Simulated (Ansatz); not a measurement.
# Al2O3 (Corundum, R-3c): lattice thermal conductivity

Aim: the lattice thermal conductivity of Al2O3 (Corundum) against temperature, and which phonons carry it.

Experimental results on record:
- thermal conductivity 30 W/m/K near room temperature (given in “Combining the AFLOW GIBBS and Elastic Libraries to efficiently and robustly screen thermo-mechanical properties of solids”, 2017, arXiv:1611.05714)

Program: Ansatz 0.2.0. Level of theory: DFT LDA, scalar-relativistic, plane waves, PAW; PAW set soft_1. Results are calculated unless marked as measured.

Report form: the programs' logs are mostly left out.

**1. The starting structure**

It takes space group R-3c (No. 167, trigonal). The conventional cell has a = 4.760 Å, b = 4.760 Å, c = 12.996 Å, α = 90.00°, β = 90.00°, γ = 120.00°. Nearest to Al lie 6 O at 1.85 to 1.97 Å. Nearest to O lie 4 Al at 1.85 to 1.97 Å. Farther neighbours and most contacts between anions are not listed.

Coordinates:

```cif
data_structure
_symmetry_space_group_name_H-M 'P 1'
_symmetry_Int_Tables_number 1
_cell_length_a 5.1302
_cell_length_b 5.1302
_cell_length_c 5.1302
_cell_angle_alpha 55.287
_cell_angle_beta 55.287
_cell_angle_gamma 55.287
_cell_volume 85.02
loop_
_atom_site_label
_atom_site_type_symbol
_atom_site_fract_x
_atom_site_fract_y
_atom_site_fract_z
_atom_site_occupancy
Al1 Al 0.35216 0.35216 0.35216 1
Al2 Al 0.14784 0.14784 0.14784 1
Al3 Al 0.64784 0.64784 0.64784 1
Al4 Al 0.85216 0.85216 0.85216 1
O5 O 0.55668 0.94332 0.25000 1
O6 O 0.25000 0.55668 0.94332 1
O7 O 0.94332 0.25000 0.55668 1
O8 O 0.44332 0.05668 0.75000 1
O9 O 0.75000 0.44332 0.05668 1
O10 O 0.05668 0.75000 0.44332 1
```

**2. Probe on a coarse mesh**

Before spending time, one coarse run tells the gap and the pressure of the starting cell.

File input.yaml:

```yaml
crystal:
  lattice:
    - [2.38025, 1.3742379782, 4.3318666667]
    - [-2.38025, 1.3742379782, 4.3318666667]
    - [0.0, -2.7484759565, 4.3318666667]
  atoms:
    - { symbol: Al, position: [0.35216, 0.35216, 0.35216] }
    - { symbol: Al, position: [0.14784, 0.14784, 0.14784] }
    - { symbol: Al, position: [0.64784, 0.64784, 0.64784] }
    - { symbol: Al, position: [0.85216, 0.85216, 0.85216] }
    - { symbol: O, position: [0.55668, 0.94332, 0.25] }
    - { symbol: O, position: [0.25, 0.55668, 0.94332] }
    - { symbol: O, position: [0.94332, 0.25, 0.55668] }
    - { symbol: O, position: [0.44332, 0.05668, 0.75] }
    - { symbol: O, position: [0.75, 0.44332, 0.05668] }
    - { symbol: O, position: [0.05668, 0.75, 0.44332] }
kpoints:
  mp_grid: { grid: [6, 6, 6] }
hamiltonian:
  xc: lda
  pseudopotentials: { kind: paw, azcp: { folder: soft_1 }, xc_functional: pbe }
scf:
  occupations: { method: gaussian, width: 0.1 }
  lower_state_search: "off"
output:
  forces: true
  stress: true
  eigenvalues: true
```

Run with:

```console
> ansatz run input.yaml --threads 18 --pin off --max-ram 92160MiB --backend cuda --events-out ev --progress --plain --runs-dir out --max-vram 78GiB
```

It took 0.92 s on 1 × NVIDIA GB200 with 18 threads of Arm Neoverse V2, shared host; peak memory 1 GiB.

This step gave:

| Item | Value |
| --- | --- |
| pressure | -5.364 GPa |
| gap on the k-mesh | 6.161 eV |
| volume per atom | 8.502 Å³/atom |

Force by atom:

```
atom  x (eV/Å)  y (eV/Å)  z (eV/Å)   size
 Al1     0.000     0.000    -0.053  0.053
 Al2     0.000     0.000     0.053  0.053
 Al3     0.000     0.000     0.053  0.053
 Al4     0.000     0.000    -0.053  0.053
  O5    -0.118     0.000     0.000  0.118
  O6     0.059    -0.102     0.000  0.118
  O7     0.059     0.102     0.000  0.118
  O8     0.118     0.000     0.000  0.118
  O9    -0.059     0.102     0.000  0.118
 O10    -0.059    -0.102     0.000  0.118
```

The start is under -5.4 GPa at this level and looks like an insulator or semiconductor on this mesh.

**3. Relaxation**

Phonons are second derivatives about a minimum, so cell and atoms are relaxed first, inside the symmetry of the start.

input.yaml: that of step 2 with these lines changed.

```diff
@@ -22,3 +22,3 @@
 scf:
-  occupations: { method: gaussian, width: 0.1 }
+  occupations: { method: gaussian, width: 0.02 }
   lower_state_search: "off"
@@ -28 +28,6 @@
   eigenvalues: true
+relax:
+  adjacent_minimum: "off"
+  f_tol: 0.005
+  max_steps: 80
+  cell: { stress_tol: 0.05 }
```

Wall time 5.7 s (1 × NVIDIA GB200 with 18 threads); peak memory 1.1 GiB; 11 s of CPU time.

Step by step:

```
step  energy less that of the first step (eV)  largest force component (eV/Å)  pressure (GPa)  volume (Å³)
   1                                   0.0000                          0.1178           -5.36        85.02
   2                                  -0.0252                          0.0769           -3.01        84.22
   3                                  -0.0393                          0.0587            0.02        83.25
   4                                  -0.0396                          0.0324            0.04        83.24
   5                                  -0.0397                          0.0006            0.00        83.25
   6                                  -0.0326                          0.0004           -0.16        83.25
   7                                  -0.0328                          0.0001            0.00        83.20
   8                                  -0.0326                          0.0001           -0.01        83.20
```

The log counts 2 steps on a newly chosen plane-wave basis, not all of them marked here; energy and pressure can jump at such steps.

Forces are held to the 12 operations that the run works with; a distortion that breaks them can't arise in this run.

```
conventional cell, symmetrised  before   after  change
                         a (Å)   4.760   4.729  -0.7 %
                         b (Å)   4.760   4.729  -0.7 %
                         c (Å)  12.996  12.890  -0.8 %
              volume (Å³/atom)    8.50    8.32  -2.1 %
```

This step gave:

| Quantity | Value |
| --- | --- |
| pressure | -0.005635 GPa |
| gap on the k-mesh | 6.439 eV |
| volume per atom | 8.320 Å³/atom |

The relaxation ends with a largest force component of 7.0e-5 eV/Å and a pressure of -0.01 GPa.

**4. Tight relaxation**

The thresholds are tightened for a last relaxation ahead of the phonons, and where mesh or smearing change with them the cell follows.

File input.yaml:

```yaml
crystal:
  lattice:
    - [2.3643413569, 1.3650531189, 4.2966958505]
    - [-2.3643413569, 1.3650531189, 4.2966958505]
    - [0.0, -2.7301062378, 4.2966958505]
  atoms:
    - { symbol: Al, position: [0.3519802859, 0.3519802859, 0.3519802859] }
    - { symbol: Al, position: [0.1480197141, 0.1480197141, 0.1480197141] }
    - { symbol: Al, position: [0.6480197141, 0.6480197141, 0.6480197141] }
    - { symbol: Al, position: [0.8519802859, 0.8519802859, 0.8519802859] }
    - { symbol: O, position: [0.5558304635, 0.9441695365, 0.25] }
    - { symbol: O, position: [0.25, 0.5558304635, 0.9441695365] }
    - { symbol: O, position: [0.9441695365, 0.25, 0.5558304635] }
    - { symbol: O, position: [0.4441695365, 0.0558304635, 0.75] }
    - { symbol: O, position: [0.75, 0.4441695365, 0.0558304635] }
    - { symbol: O, position: [0.0558304635, 0.75, 0.4441695365] }
kpoints:
  mp_grid: { grid: [6, 6, 6] }
hamiltonian:
  xc: lda
  pseudopotentials: { kind: paw, azcp: { folder: soft_1 }, xc_functional: pbe }
scf:
  occupations: { method: fixed }
  lower_state_search: "off"
output:
  forces: true
  stress: true
  eigenvalues: true
relax:
  adjacent_minimum: "off"
  f_tol: 0.001
  max_steps: 60
  cell: { stress_tol: 0.01 }
```

It took 1.7 s on 1 × NVIDIA GB200 with 18 threads; peak memory 1.1 GiB.

Little changed from the start: no atom moved by 0.005 Å and no cell edge by 0.1 %.

This step gave:

```
pressure : -0.005632 GPa
```

The residual pressure is -0.0056 GPa, small enough for phonons.

**5. Anharmonic force constants and conductivity, pair cutoff 2.999 Å, distances inside cutoff 7**

The supercell must be wider than twice the pair cutoff, and the number of displaced cells grows with the pairs inside it, which is where the cost lies.

input.yaml, the sections that differ from step 4:

```yaml
output:
  eigenvalues: true
phonons:
  method: fd
  dielectric: true
  supercell: [2, 2, 2]
  temperatures: { t_max: 1000, t_step: 50 }
  qpath:
    path:
      - [[0.0, 0.0, 0.0], [0.5, 0.0, 0.0], [0.5, 0.23395482, -0.23395482]]
      - [[0.76604518, 0.5, 0.23395482], [0.5, 0.5, 0.5], [0.0, 0.0, 0.0], [0.36697741, 0.0, -0.36697741]]
      - [[0.63302259, 0.36697741, 0.0], [0.5, 0.5, 0.0], [0.63302259, 0.63302259, 0.23395482], [0.5, 0.5, 0.5]]
    npoints: 10
  third_order: { supercell: [2, 2, 2], pair_cutoff: 2.999 }
  lattice_thermal_conductivity:
    qmesh: [9, 9, 9]
    temperatures: [100.0, 150.0, 200.0, 300.0, 400.0, 500.0, 600.0, 800.0]
    isotope_mass_variance: [{ species: Al, variance: 0.0 }, { species: O, variance: 3.359e-05 }]
# crystal, kpoints, hamiltonian, scf: as in step 4
# relax: removed
```

Wall time 5.1 min (1 × NVIDIA GB200 with 18 threads); peak memory 2.7 GiB.

This step gave:

```
lowest frequency on the path               : 0 cm⁻¹
zero-point energy                          : 0.9295 eV/cell
point group                                : -3m
highest frequency                          : 899.3 cm⁻¹
Debye temperature from the second moment   : 981 K
κ at 300 K (relaxation time)               : 39.94 W/m/K
κ at 300 K (full solution)                 : 40.01 W/m/K
dipole term                                : run
mean free path at half of κ                : 47.6 nm
share of κ above the three lowest branches : 0.279
third-order blocks                         : 1102
periodic aliases dropped                   : 0
largest relative sum-rule correction       : 0.1822
displaced cells, third order               : 440
```

LO-TO term included. Phonon branches along the path, in cm⁻¹:

```
    point  branch 1  branch 2  branch 3  branch 4  branch 27  branch 28  branch 29  branch 30
        Γ         0         0         0       310        750        751        751        897
  halfway       123       132       226       284        751        753        766        878
        L       232       232       246       246        753        753        825        825
  halfway       236       236       255       255        751        751        817        817
       B1       251       251       282       282        757        757        797        797
jump to B       251       251       282       282        757        757        797        797
  halfway       235       235       264       264        721        721        818        818
        Z       225       225       225       225        698        698        834        834
  halfway       123       123       210       313        737        737        789        862
        Γ         0         0         0       310        750        751        751        872
  halfway       142       162       266       275        746        754        769        872
        X       236       256       266       283        744        767        800        803
jump to Q       236       256       266       283        744        767        800        803
  halfway       226       255       282       300        746        764        775        807
        F       221       257       282       303        750        758        763        808
  halfway       227       260       275       305        740        758        776        807
       P1       238       265       269       294        731        756        794        805
  halfway       225       243       250       261        715        716        821        822
        Z       225       225       225       225        698        698        834        834
```

W/m/K. Kappa, by row:

```
T (K)  RTA xx  RTA yy  RTA zz  full xx  full yy  full zz  coherence part xx  coherence part yy  coherence part zz     ending  iterations  least Ritz value
  100   384.6   384.6   488.2      395      395    505.3            0.02644            0.02644            0.01041  converged           6             0.825
  150     127     127   158.7    128.2    128.2    160.9               0.13               0.13            0.06093  converged           5             0.866
  200   70.24   70.24   86.37    70.55    70.55    87.03             0.2821             0.2821             0.1501  converged           5             0.872
  300    37.5    37.5   44.83    37.55    37.55    44.92             0.5816             0.5816             0.3473  converged           5              0.88
  400   26.38   26.38   30.92    26.38    26.38    30.91              0.805              0.805             0.5041  converged           5             0.884
  500   20.72   20.72   23.95    20.71    20.71    23.91             0.9656             0.9656             0.6227  converged           5             0.886
  600   17.24   17.24   19.72    17.23    17.23    19.68              1.085              1.085             0.7156  converged           5             0.887
  800   13.16   13.16    14.8    13.15    13.15    14.76               1.25               1.25             0.8542  converged           5             0.887
```

The lattice thermal conductivity by temperature:

```
temperature (K)  RTA xx (W/m/K)  RTA zz (W/m/K)  full xx (W/m/K)  full zz (W/m/K)
            100             385             488              395              505
            150             127             159              128              161
            200            70.2            86.4             70.5             87.0
            300            37.5            44.8             37.5             44.9
            400            26.4            30.9             26.4             30.9
            500            20.7            23.9             20.7             23.9
            600            17.2            19.7             17.2             19.7
            800            13.2            14.8             13.2             14.8
```

The modes has structure finer than the step of the table below, so its rows give means over 25 cm⁻¹, whole bins alone (the curve runs from -10 to 932 cm⁻¹). Peaks (cm⁻¹: height): Al 310.1: 0.0389, 422.7: 0.0368, 553.1: 0.0314, 808.0: 0.00746; O 416.8: 0.0457, 487.9: 0.0433, 553.1: 0.0444, 671.7: 0.0550, 748.8: 0.0702.

Phonopy on the run's constants, 15x15x15 mesh, Gaussian sigma 6.7 cm⁻¹. The modes by wavenumber; means over each step; values in 1/cm⁻¹/cell:

```
wavenumber (cm⁻¹)       Al        O
               25   8.8e-5   7.4e-5
               50   3.4e-4   3.0e-4
               75   7.7e-4   6.6e-4
              100  0.00147  0.00123
              125  0.00240  0.00193
              150  0.00383  0.00295
              175  0.00579  0.00418
              200  0.00923  0.00614
              225   0.0160  0.00922
              250   0.0207   0.0106
              275   0.0300   0.0119
              300   0.0336   0.0130
              325   0.0281   0.0132
              350   0.0164   0.0159
              375   0.0243   0.0387
              400   0.0313   0.0412
              425   0.0348   0.0420
              450   0.0258   0.0330
              475   0.0204   0.0362
              500   0.0195   0.0375
              525   0.0235   0.0367
              550   0.0287   0.0406
              575   0.0206   0.0323
              600   0.0158   0.0288
              625   0.0130   0.0338
              650  0.00993   0.0380
              675  0.00885   0.0485
              700  0.00333   0.0149
              725  0.00163   0.0154
              750  0.00574   0.0531
              775  0.00406   0.0172
              800  0.00663   0.0176
              825  0.00615   0.0122
              850  0.00453  0.00708
              875  0.00253  0.00345
              900   4.3e-4   5.4e-4
```

Distinct triplets, nearest first. Third order norms, by row:

```
   sites  side 1 (Å)  side 2 (Å)  side 3 (Å)  norm of the 27 components (eV/Å³)
Al-Al-Al           0           0           0                              80.41
   O-O-O           0           0           0                              89.66
 Al-Al-O           0        1.84        1.84                              63.69
  Al-O-O           0        1.84        1.84                              63.65
  Al-O-O           0        1.95        1.95                              35.28
 Al-O-Al           0        1.95        1.95                              34.64
  Al-O-O        1.95        1.95         2.5                              0.973
   O-O-O           0         2.5         2.5                              10.79
   O-O-O         2.5         2.5         2.5                              0.988
  Al-O-O        1.84        1.95         2.6                              0.741
   O-O-O           0         2.6         2.6                              8.341
 Al-O-Al        1.95        1.95        2.63                              1.601
Al-Al-Al           0        2.63        2.63                              12.76
  Al-O-O        1.84        1.95        2.71                              0.839
   O-O-O         2.5         2.6        2.71                              0.716
   O-O-O           0        2.71        2.71                              5.404
   O-O-O           0        2.71        2.71                              5.719
 Al-Al-O        1.84        1.95        2.77                              1.833
Al-Al-Al           0        2.77        2.77                              9.005
  Al-O-O        1.84        1.84        2.85                              0.804
   O-O-O        2.71        2.71        2.85                              0.448
   O-O-O         2.6        2.71        2.85                              0.421
   O-O-O         2.5        2.85        2.85                              0.378
   O-O-O           0        2.85        2.85                              3.784
   O-O-O           0        2.85        2.85                              3.865
   O-O-O        2.85        2.85        2.85                              0.242
```

Born charge (rows field, columns displacement) (e), principal values of the symmetric part by kind of site:

```
atom  atoms with these values    low  middle   high   mean
 Al1                        4   2.93    2.96   2.96   2.95
  O5                        6  -2.22   -2.08  -1.61  -1.97
```

In full for O5:

```
-2.08  0.00  0.00
 0.00 -1.88  0.26
 0.00  0.35 -1.95
```

RTA, 300 K. Kappa by branch, by row:

```
branch (by rank)  mean frequency (THz)  mean rms speed (km/s)  median lifetime (ps)  share of kappa
               1                  5.85                   4.03                  3.37           0.183
               2                  6.28                   4.28                  5.85           0.307
               3                  7.72                   3.73                  3.06           0.231
               4                  8.56                   2.49                  3.11           0.039
               5                  9.37                   2.24                  3.33           0.028
               6                  9.86                   2.36                  3.35           0.027
               7                 10.97                    1.7                  3.13           0.013
               8                 11.35                   1.59                  3.37           0.015
               9                 11.79                   1.79                  3.32           0.014
              10                  12.2                   1.59                  3.26           0.013
              11                 12.62                   1.39                  3.18            0.01
              12                 12.97                   1.75                   3.4           0.013
              13                 13.41                    2.3                  3.62           0.023
              14                 13.99                   1.95                   2.8           0.013
              15                 14.52                   2.13                  3.06           0.019
              16                 15.04                   1.86                  2.07           0.009
              17                 15.55                   1.78                  2.06           0.007
              18                 16.06                    1.7                  1.62           0.006
```

[end of part 1 of 3]

[Logs are printed without paths, hosts, clocks, repeated set-up lines and the standing remarks that a program may print on its own settings, such as how far it seeks lower states.]

[Hosts, paths, dates, database ids (printed as entryN), source tags and the programs' standing remarks are cut or masked in the printed files.]

[A step with changed settings may run another functional than the one named; its input shows which.]
